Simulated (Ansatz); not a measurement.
## AlMoCl3F2, from a guessed structure to a relaxed one

Starting from a made-up structure for AlMoCl3F2, the aim is the relaxed cell, its shortest contacts and, where a second run follows, its electronic structure.

Method: DFT, PBEsol, plane-wave PAW, files of the set soft_1, scalar-relativistic, no spin, cell and ions relaxed at zero pressure; PAW set soft_1, in the first sound run; inputs show where later runs differ, in Ansatz 0.2.0.

## Step 1: The starting structure

The structure is orthorhombic, space group Immm (No. 71). Conventional cell: a = 4.465 Å, b = 7.894 Å, c = 9.396 Å, α = 90.00°, β = 90.00°, γ = 90.00°. Nearest to Mo lie 2 F at 2.65 Å and 4 Cl at 2.88 Å. Cl has 2 Al at 2.23 Å nearest. Cl has 1 Al at 2.13 Å and 2 Mo at 2.88 Å nearest. Nearest to Al lie 2 F at 2.05 Å and 4 Cl at 2.13 to 2.23 Å. Nearest to F lie 1 Al at 2.05 Å and 1 Mo at 2.65 Å. Farther neighbours and most contacts between anions are not listed.

## Step 2: Relaxing cell and atoms

The guessed cell has no reason to be at equilibrium. It is relaxed with the atoms, within the space group of the guess.

input.yaml reads:

```yaml
crystal:
  lattice:
    - [-2.2325, 3.947, 4.698]
    - [2.2325, -3.947, 4.698]
    - [2.2325, 3.947, -4.698]
  atoms:
    - { symbol: Mo, position: [0.0, 0.0, 0.0] }
    - { symbol: Cl, position: [0.5, 0.0, 0.5] }
    - { symbol: Cl, position: [0.2304, 0.5, 0.7304] }
    - { symbol: Cl, position: [0.7696, 0.5, 0.2696] }
    - { symbol: Al, position: [0.5, 0.5, 0.0] }
    - { symbol: F, position: [0.7181, 0.7181, 0.0] }
    - { symbol: F, position: [0.2819, 0.2819, 0.0] }
kpoints:
  mp_grid: { grid: [7, 7, 7] }
scf:
  occupations: { method: fermi_dirac, width: 0.05 }
hamiltonian:
  xc: pbesol
  pseudopotentials: { kind: paw, azcp: { folder: soft_1 }, xc_functional: pbe }
relax:
  f_tol: 0.015
  max_steps: 70
  cell: {}
output:
  forces: true
  stress: true
```

The run is started by

```bash
> ansatz run input.yaml --threads 4 --pin off --max-ram 10240MiB --backend cpu --events-out ev --progress --plain --runs-dir out
```

Numbers of over 12 decimals in the logs are rounded to 6 here.

Output:

```text
Engine: ansatz 0.2.0, x86_64-unknown-linux-gnu
Pseudopotentials: kind: paw
Pseudopotential: Mo, paw, valence charge 14, recommended cutoff 420 eV (normal), soft_1/Mo.paw.azcp
Pseudopotential: Cl, paw, valence charge 7, recommended cutoff 420 eV (normal), soft_1/Cl.paw.azcp
Pseudopotential: Al, paw, valence charge 3, recommended cutoff 420 eV (normal), soft_1/Al.paw.azcp
Pseudopotential: F, paw, valence charge 7, recommended cutoff 420 eV (normal), soft_1/F.paw.azcp
Functional definition: PBEsol
  exchange = pbesol_x
  correlation = pbesol_c
Crystal: 7 atoms, lattice volume = 165.589 Å³
Basis set: ecut = 420 eV, 3233 PW (Γ), exchange–correlation on 90×90×90 points (8 copies of the dense FFT grid, shifted against one another)
Bands: 33, of which v1, the nominal top of the filled ones, is band 26 counted from 1 (25 counted from 0)
Symmetry: 8 space group operations
Space group: Immm (ITA 71), of the structure as read, at distance tolerance 5.5e-5 Å
k-points: 64 of 343
Non-local potential: Mo, projectors of the file, l = 0: 3, l = 1: 2, l = 2: 2, l = 3: 1
Non-local potential: Cl, projectors of the file, l = 0: 2, l = 1: 2, l = 2: 1
Non-local potential: Al, projectors of the file, l = 0: 2, l = 1: 2, l = 2: 1
Non-local potential: F, projectors of the file, l = 0: 2, l = 1: 2, l = 2: 1
PAW form: soft (Blöchl's): semilocal exchange-correlation on the pseudo side does not see the compensation charge
PAW frozen core: Mo, regenerated for the run's functional, and the local potential with it (the file was generated under x = pbe(κ = 0.804, μ = 0.219515), c = pbe(β = 0.066725))
PAW frozen core: Cl, regenerated for the run's functional, and the local potential with it (the file was generated under x = pbe(κ = 0.804, μ = 0.219515), c = pbe(β = 0.066725))
PAW frozen core: Al, regenerated for the run's functional, and the local potential with it (the file was generated under x = pbe(κ = 0.804, μ = 0.219515), c = pbe(β = 0.066725))
PAW frozen core: F, regenerated for the run's functional, and the local potential with it (the file was generated under x = pbe(κ = 0.804, μ = 0.219515), c = pbe(β = 0.066725))
PAW one-centre angular grid: Mo, 590 points (default); XC on 64 Gauss nodes
PAW one-centre angular grid: Cl, 110 points (default); XC on 64 Gauss nodes
PAW one-centre angular grid: Al, 110 points (default); XC on 64 Gauss nodes
PAW one-centre angular grid: F, 110 points (default); XC on 64 Gauss nodes
Initial density: superposition of atomic densities (chi_scale 0.1, normalization cell, long waves kept (reshape's long-wave potential 0.12 eV rms))
Initial wavefunctions: pseudopotential atomic-orbital guess
Functional: x = pbesol(κ = 0.804, μ = 0.123457), c = pbesol(β = 0.046)
SCF iter   1: F=—  HF=-10210.990634 eV  |F-HF|=—  |Δ(HF+E_count)|=         —  Δρ=2.43e-1  dr2=1.61e2  ethr=3.10e-3  ⟨swp⟩=8.6  Hψ=10705  notcnv=0
preconditioner: auto → LDOS  [metal: Δε(μ)=0.009 eV  Ē_g=9.083 eV  σ=0.050 eV  W_gap=0.04  n_scr=40 (ndim 8)  ℏωp=19.1 eV  f_vac=0.151  D(μ)=14.75/eV (n_scr^D=172)  β→1.0]
SCF iter   2: F=—  HF=-10205.973149 eV  |F-HF|=—  |Δ(HF+E_count)|=    5.02e0  Δρ=8.29e-2  dr2=5.33e0  ethr=3.10e-3  ⟨swp⟩=3.3  Hψ=5020  notcnv=0
SCF iter   3: F=—  HF=-10205.666936 eV  |F-HF|=—  |Δ(HF+E_count)|=   3.06e-1  Δρ=4.58e-2  dr2=2.58e0  ethr=3.10e-3  ⟨swp⟩=3.0  Hψ=5008  notcnv=0
SCF iter   4: F=—  HF=-10205.488743 eV  |F-HF|=—  |Δ(HF+E_count)|=   1.78e-1  Δρ=3.55e-2  dr2=1.69e0  ethr=3.10e-3  ⟨swp⟩=2.0  Hψ=2548  notcnv=0
SCF iter   5: F=—  HF=-10205.595528 eV  |F-HF|=—  |Δ(HF+E_count)|=   1.07e-1  Δρ=4.52e-2  dr2=2.34e0  ethr=3.10e-3  ⟨swp⟩=2.0  Hψ=2860  notcnv=0
SCF iter   6: F=—  HF=-10205.339968 eV  |F-HF|=—  |Δ(HF+E_count)|=   2.56e-1  Δρ=2.08e-2  dr2=4.23e-1  ethr=3.10e-3  ⟨swp⟩=2.0  Hψ=2576  notcnv=0
SCF iter   7: F=—  HF=-10205.315418 eV  |F-HF|=—  |Δ(HF+E_count)|=   2.45e-2  Δρ=1.05e-2  dr2=2.49e-1  ethr=8.13e-4  ⟨swp⟩=2.0  Hψ=2844  notcnv=0
SCF iter   8: F=—  HF=-10205.285012 eV  |F-HF|=—  |Δ(HF+E_count)|=   3.04e-2  Δρ=1.52e-2  dr2=1.69e-1  ethr=4.80e-4  ⟨swp⟩=2.2  Hψ=2532  notcnv=0
SCF iter   9: F=—  HF=-10205.265728 eV  |F-HF|=—  |Δ(HF+E_count)|=   1.93e-2  Δρ=6.90e-3  dr2=3.37e-2  ethr=3.25e-4  ⟨swp⟩=2.0  Hψ=2859  notcnv=0
SCF iter  10: F=—  HF=-10205.262076 eV  |F-HF|=—  |Δ(HF+E_count)|=   3.65e-3  Δρ=7.15e-4  dr2=4.10e-4  ethr=6.48e-5  ⟨swp⟩=1.0  Hψ=2112  notcnv=0
SCF iter  11: F=—  HF=-10205.262133 eV  |F-HF|=—  |Δ(HF+E_count)|=   5.76e-5  Δρ=7.24e-4  dr2=4.00e-4  ethr=7.89e-7  ⟨swp⟩=2.1  Hψ=3069  notcnv=0
SCF iter  12: F=—  HF=-10205.262086 eV  |F-HF|=—  |Δ(HF+E_count)|=   4.76e-5  Δρ=4.81e-5  dr2=2.21e-6  ethr=7.70e-7  ⟨swp⟩=1.0  Hψ=2112  notcnv=0
SCF iter  13: F=—  HF=-10205.262148 eV  |F-HF|=—  |Δ(HF+E_count)|=   6.23e-5  Δρ=1.31e-5  dr2=2.57e-7  ethr=4.26e-9  ⟨swp⟩=2.1  Hψ=3788  notcnv=0
SCF iter  14: F=-10205.262148 eV  HF=-10205.262148 eV  |F-HF|=5.46e-8  |Δ(HF+E_count)|=   4.98e-8  Δρ=5.82e-6  dr2=7.82e-8  ethr=1.92e-10  ⟨swp⟩=5.0  Hψ=8088  notcnv=0
SCF 1 converged in 14 iterations: F = -10205.262148 eV  dr2 = 7.82e-8
  greatest PAW one-centre occupation: 0.998 electrons in one spin orbital (limit 2), on the Mo atom at site 0 (counted from 0), in its partial waves of l = 0
relax step   1: F+E_penalty+E_count = -10205.26214801 eV  Δ(F+E_penalty+E_count) = +0.000e0 eV  max|allowed force component| = 3.663e0 eV/Å  Δτ_max = 0.0000 Å  P = -6.664 GPa  Ω = 165.589 Å³  (14 SCF iters, dr2 threshold 1.00e-7 eV, accepted)
Crystal: 7 atoms, lattice volume = 152.064 Å³
Basis set: ecut = 420 eV, 2993 PW (Γ), exchange–correlation on 90×90×90 points (8 copies of the dense FFT grid, shifted against one another)
Initial density: handed on by an earlier stage of this run
Initial wavefunctions: those handed on with the density
iter 1 solved again at ethr=9.65e-4 eV; its pass at ethr=3.10e-3 eV (dr2=5.02e-1 eV) is discarded
SCF iter   1: F=—  HF=-10207.231631 eV  |F-HF|=—  |Δ(HF+E_count)|=         —  Δρ=1.56e-2  dr2=5.05e-1  ethr=9.65e-4  ⟨swp⟩=1.0  Hψ=13236  notcnv=0
preconditioner: auto → LDOS  [metal: Δε(μ)=0.020 eV  Ē_g=8.874 eV  σ=0.050 eV  W_gap=0.10  n_scr=40 (ndim 8)  ℏωp=19.0 eV  f_vac=0.148  D(μ)=9.65/eV (n_scr^D=106)  β→1.0]
SCF iter   2: F=—  HF=-10207.216725 eV  |F-HF|=—  |Δ(HF+E_count)|=   1.49e-2  Δρ=2.47e-2  dr2=5.06e-1  ethr=9.65e-4  ⟨swp⟩=3.2  Hψ=4380  notcnv=0
SCF iter   3: F=—  HF=-10207.136020 eV  |F-HF|=—  |Δ(HF+E_count)|=   8.07e-2  Δρ=5.33e-3  dr2=6.21e-2  ethr=9.65e-4  ⟨swp⟩=2.1  Hψ=2970  notcnv=0
SCF iter   4: F=—  HF=-10207.130213 eV  |F-HF|=—  |Δ(HF+E_count)|=   5.81e-3  Δρ=4.61e-3  dr2=4.18e-2  ethr=1.19e-4  ⟨swp⟩=2.0  Hψ=3507  notcnv=0  defer=4
[...]
SCF iter   8: F=—  HF=-10208.353620 eV  |F-HF|=—  |Δ(HF+E_count)|=   4.60e-6  Δρ=8.02e-5  dr2=1.24e-5  ethr=1.80e-7  ⟨swp⟩=2.5  Hψ=3501  notcnv=0  defer=25
SCF iter   9: F=-10208.353618 eV  HF=-10208.353618 eV  |F-HF|=1.41e-7  |Δ(HF+E_count)|=   2.42e-6  Δρ=1.70e-5  dr2=2.97e-7  ethr=1.35e-9  ⟨swp⟩=4.0  Hψ=9820  notcnv=0
SCF 3 converged in 9 iterations: F = -10208.353618 eV  dr2 = 2.97e-7
relax step   3: F+E_penalty+E_count = -10208.35361792 eV  Δ(F+E_penalty+E_count) = -1.231e0 eV  max|allowed force component| = 1.261e0 eV/Å  Δτ_max = 0.1055 Å  P = -6.842 GPa  Ω = 140.852 Å³  energy of the carried Pulay correction = +1.685e-2 eV  (9 SCF iters, dr2 threshold 7.00e-7 eV, accepted)
[... from here on, the SCF cycles and remarks between the steps are left out ...]
relax step   4: F+E_penalty+E_count = -10209.10022843 eV  Δ(F+E_penalty+E_count) = -7.466e-1 eV  max|allowed force component| = 3.939e-1 eV/Å  Δτ_max = 0.0709 Å  P = -3.459 GPa  Ω = 130.870 Å³  energy of the carried Pulay correction = +2.445e-2 eV  (9 SCF iters, dr2 threshold 7.00e-7 eV, accepted)
relax step   5: F+E_penalty+E_count = -10209.20487548 eV  Δ(F+E_penalty+E_count) = -1.046e-1 eV  max|allowed force component| = 6.298e-1 eV/Å  Δτ_max = 0.0294 Å  P = +2.313 GPa  Ω = 122.954 Å³  energy of the carried Pulay correction = +3.085e-2 eV  (8 SCF iters, dr2 threshold 7.00e-7 eV, accepted)
relax step   6: F+E_penalty+E_count = -10209.22322020 eV  Δ(F+E_penalty+E_count) = -1.834e-2 eV  max|allowed force component| = 3.218e-1 eV/Å  Δτ_max = 0.0490 Å  P = -0.795 GPa  Ω = 126.807 Å³  energy of the carried Pulay correction = +2.769e-2 eV  (8 SCF iters, dr2 threshold 7.00e-7 eV, accepted)
relax step   7: F+E_penalty+E_count = -10209.25843391 eV  Δ(F+E_penalty+E_count) = -3.521e-2 eV  max|allowed force component| = 4.371e-2 eV/Å  Δτ_max = 0.0226 Å  P = -0.247 GPa  Ω = 126.083 Å³  energy of the carried Pulay correction = +2.828e-2 eV  (7 SCF iters, dr2 threshold 7.00e-7 eV, accepted)
relax step   8: F+E_penalty+E_count = -10209.25917838 eV  Δ(F+E_penalty+E_count) = -7.445e-4 eV  max|allowed force component| = 1.652e-3 eV/Å  Δτ_max = 0.0031 Å  P = +0.005 GPa  Ω = 125.689 Å³  energy of the carried Pulay correction = +2.860e-2 eV  (6 SCF iters, dr2 threshold 2.37e-7 eV, accepted)
relax step   9: F+E_penalty+E_count = -10209.25232980 eV  Δ(F+E_penalty+E_count) = +6.849e-3 eV  max|allowed force component| = 1.647e-3 eV/Å  Δτ_max = 0.0000 Å  P = -0.113 GPa  Ω = 125.689 Å³  stress off target by 1.40e-1 GPa  SCF on the basis re-selected at this cell (its energy is not comparable with the rows above)  (9 SCF iters)
relax step  10: F+E_penalty+E_count = -10209.25251715 eV  Δ(F+E_penalty+E_count) = -1.874e-4 eV  max|allowed force component| = 3.153e-3 eV/Å  Δτ_max = 0.0001 Å  P = +0.002 GPa  Ω = 125.523 Å³  energy of the carried Pulay correction = +1.279e-4 eV  (6 SCF iters, dr2 threshold 4.87e-8 eV, accepted)
iter 1 solved again at ethr=8.73e-7 eV; its pass at ethr=3.10e-3 eV (dr2=4.54e-4 eV) is discarded
SCF iter   1: F=—  HF=-10209.252391 eV  |F-HF|=—  |Δ(HF+E_count)|=         —  Δρ=7.36e-6  dr2=2.07e-8  ethr=8.73e-7  ⟨swp⟩=3.1  Hψ=16437  notcnv=0
eigensolver tolerance schedule: the retry pair's looser diagonalisation over-reported the residual by 21866.69 of it (diagonalisation noise at an unbounded share of the residual, at the tolerance the schedule requests for it); recorded, not acted on — ethr = c·dr2/N_el stays at c = 1.0e-1
preconditioner: auto → LDOS  [metal: Δε(μ)=0.008 eV  Ē_g=10.578 eV  σ=0.050 eV  W_gap=0.04  n_scr=36 (ndim 8)  ℏωp=21.0 eV  f_vac=0.089  D(μ)=5.93/eV (n_scr^D=52)  β→1.0]
SCF iter   2: F=—  HF=-10209.252397 eV  |F-HF|=—  |Δ(HF+E_count)|=   5.96e-6  Δρ=3.60e-6  dr2=1.43e-8  ethr=3.99e-11  ⟨swp⟩=3.7  Hψ=5575  notcnv=0
SCF iter   3: F=—  HF=-10209.252397 eV  |F-HF|=—  |Δ(HF+E_count)|=   3.38e-9  Δρ=1.31e-6  dr2=2.55e-9  ethr=2.76e-11  ⟨swp⟩=2.0  Hψ=3164  notcnv=0
SCF iter   4: F=—  HF=-10209.252397 eV  |F-HF|=—  |Δ(HF+E_count)|=  1.82e-12  Δρ=1.35e-6  dr2=1.86e-9  ethr=4.90e-12  ⟨swp⟩=2.3  Hψ=3381  notcnv=0
SCF iter   5: F=—  HF=-10209.252397 eV  |F-HF|=—  |Δ(HF+E_count)|=  2.82e-10  Δρ=7.68e-7  dr2=5.89e-10  ethr=3.58e-12  ⟨swp⟩=2.9  Hψ=3775  notcnv=0
SCF iter   6: F=—  HF=-10209.252397 eV  |F-HF|=—  |Δ(HF+E_count)|=  9.09e-11  Δρ=2.95e-7  dr2=1.69e-10  ethr=1.13e-12  ⟨swp⟩=1.4  Hψ=2137  notcnv=0
SCF iter   7: F=-10209.252397 eV  HF=-10209.252397 eV  |F-HF|=2.18e-11  |Δ(HF+E_count)|=  2.91e-11  Δρ=1.70e-7  dr2=3.53e-11  ethr=1.00e-12  ⟨swp⟩=4.4  Hψ=6986  notcnv=0
SCF 11 converged in 7 iterations: F = -10209.252397 eV  dr2 = 3.53e-11
relax step  11: F+E_penalty+E_count = -10209.25239734 eV  Δ(F+E_penalty+E_count) = +1.198e-4 eV  max|allowed force component| = 3.153e-3 eV/Å  Δτ_max = 0.0000 Å  P = -0.000 GPa  Ω = 125.523 Å³  stress off target by 9.66e-3 GPa  SCF on the basis re-selected at this cell (its energy is not comparable with the rows above)  (7 SCF iters)
basis re-selected at this cell: Δ(F+E_penalty+E_count) = +1.198e-4 eV, ΔP = -0.002 GPa vs the last step (what re-selecting the basis moved, of the pressure what is left beyond the Pulay correction that the steps carried, after the strain that the cell walked since its last selection, with what the two solves' SCF thresholds leave and, on support functions, any second-order correction that the steps lacked; it is no m [...]
SCF converged after 7 iterations
Free energy (F): -10209.252397 eV
Harris-Foulkes:  -10209.252397 eV  (|F-HF|=2.18e-11)
Internal energy: -10209.204836 eV  (E = F + TS)
E sigma→0 (E₀):  -10209.228617 eV
Entropy (-TS):   -0.047561 eV (-6.794 meV/atom)
Fermi energy:    7.420429 eV
--- Per-component energies (eV) ---
  E_band       = -355.182630
  E_kinetic    = 1300.819114
  E_local      = -3665.736702  (includes V_loc(G=0)·N_el)
  E_nonlocal   = 434.123247
  E_hartree    = 1342.684704
  E_xc         = -680.738729
  E_vxc        = -789.042648  (∫ρ·V_xc dr)
  E_paw        = -5933.773258  (= ΣΔE_a)
  E_vpaw       = -320.716895  (= ΣTr[D̂ρ^β])
  E_aug_tail   = 0.001785  (compensation charges beyond the density's cutoff)
  E_ewald      = -3007.133618
  E_core_change = 0.548621  (= ΣΔE_core)
  E_smearing   = -0.047561  (= −TS)
  E_closure    = -0.000000  (closes the sum)
  Σ components = -10209.252397   (vs F -10209.252397, Δ=0.00e0)
--- Forces (eV/Å), atoms counted from 1 ---
  atom   1  Mo     0.00000000     0.00000000     0.00000000
  atom   2  Cl     0.00000000     0.00000000     0.00000000
  atom   3  Cl     0.00000000     0.00014351     0.00000000
  atom   4  Cl     0.00000000    -0.00014351     0.00000000
  atom   5  Al     0.00000000     0.00000000     0.00000000
  atom   6  F      0.00000000     0.00000000     0.00315334
  atom   7  F      0.00000000     0.00000000    -0.00315334
  max |Σ_I F_I| component: 4.34e-19 eV/Å
--- Stress (GPa, compression-positive) ---
        0.009665       0.000000       0.000000
        0.000000      -0.006930       0.000000
        0.000000       0.000000      -0.002863
  P = ⅓ Tr σ = -0.0000 GPa (-0.000 kbar)
--- Relaxed structure (9 steps of the walk, 9 accepted, 2 SCFs on fresh bases) ---
  F+E_penalty+E_count = -10209.25239734 eV   max|allowed force component| = 3.153e-3 eV/Å   (the final SCF, on the basis selected at the relaxed cell)
  cell:  # Å, volume = 125.5235 Å³
    - [-2.139698, 3.805759, 3.853640]
    - [2.139698, -3.805759, 3.853640]
    - [2.139698, 3.805759, -3.853640]
  atoms:
    - { symbol: Mo, position: [3.4685305712528973e-19, 1.582488118935275e-19, 1.8860424523176988e-19] }
    - { symbol: Cl, position: [0.5, 1.5824881189352443e-19, 0.5] }
    - { symbol: Cl, position: [0.183752, 0.5, 0.683752] }
    - { symbol: Cl, position: [0.816248, 0.5, 0.316248] }
    - { symbol: Al, position: [0.5, 0.5, 1.8860424523176268e-19] }
    - { symbol: F, position: [0.731360, 0.731360, 1.88604245231766e-19] }
    - { symbol: F, position: [0.268640, 0.268640, 1.8860424523176656e-19] }
```

The job ended after 43 s (4 threads of Intel Xeon Platinum 8488C (Sapphire Rapids), shared host; peak memory 0.83 GiB).

This run has no spin polarisation, although Mo can carry a moment.

The steps of the relaxation:

| step | energy less that of the first step (eV) | largest force component (eV/Å) | pressure (GPa) | volume (Å³) |
| --- | --- | --- | --- | --- |
| 1 | 0.0000 | 3.6626 | -6.66 | 165.59 |
| 2 | -1.8601 | 2.2523 | -7.95 | 152.06 |
| 3 | -3.0915 | 1.2606 | -6.84 | 140.85 |
| 4 | -3.8381 | 0.3939 | -3.46 | 130.87 |
| 5 | -3.9427 | 0.6298 | 2.31 | 122.95 |
| 6 | -3.9611 | 0.3218 | -0.80 | 126.81 |
| 7 | -3.9963 | 0.0437 | -0.25 | 126.08 |
| 8 | -3.9970 | 0.0017 | 0.00 | 125.69 |
| 9* | -3.9902 | 0.0016 | -0.11 | 125.69 |
| 10 | -3.9904 | 0.0032 | 0.00 | 125.52 |
| 11* | -3.9902 | 0.0032 | 0.00 | 125.52 |

Relaxation steps marked * repeat the geometry before them on a plane-wave basis chosen anew for their cell, so energy and pressure can jump there.

The run keeps the 8 symmetry operations that it works with, so distortions that break them were not tested.

| cell as run | before | after | change |
| --- | --- | --- | --- |
| a (Å) | 6.529 | 5.823 | -10.8 % |
| b (Å) | 6.529 | 5.823 | -10.8 % |
| c (Å) | 6.529 | 5.823 | -10.8 % |
| α (°) | 140.01 | 136.89 | -2.2 % |
| β (°) | 105.62 | 98.38 | -6.8 % |
| γ (°) | 87.97 | 97.13 | +10.4 % |
| volume (Å³/atom) | 23.66 | 17.93 | -24.2 % |

The atoms that moved most (Å, as changes of fractional coordinates times the final cell):

| atom | dx | dy | dz | length |
| --- | --- | --- | --- | --- |
| Cl4 | 0.000 | 0.355 | 0.000 | 0.355 |
| Cl3 | 0.000 | -0.355 | 0.000 | 0.355 |
| F7 | 0.000 | 0.000 | -0.102 | 0.102 |
| F6 | 0.000 | 0.000 | 0.102 | 0.102 |

This step gave:

| Property | Result |
| --- | --- |
| free energy | -10209.2524 eV |
| energy at zero smearing | -10209.2286 eV |
| smearing term TS | 0.04756 eV |
| Fermi energy | 7.420 eV |
| electrons | 52 |
| symmetry operations | 8 |
| pressure | -4.25e-5 GPa |

The shortest distance of each pair, which need not be the same contact before and after:

| pair | guess (Å) | relaxed (Å) |
| --- | --- | --- |
| Al–F | 2.049 | 1.783 |
| F–Mo | 2.649 | 2.070 |
| Al–Cl | 2.128 | 2.140 |
| Cl–Mo | 2.880 | 2.556 |
| Cl–F | 2.954 | 2.785 |

The relaxation ends with a largest force component of 0.0032 eV/Å and a pressure of 0.00 GPa.

[end of part 1 of 2]

[Logs are printed without paths, hosts, clocks, repeated set-up lines and the standing remarks that a program may print on its own settings, such as how far it seeks lower states.]

[Hosts, paths, dates, database ids (printed as entryN), source tags and the programs' standing remarks are cut or masked in the printed files.]
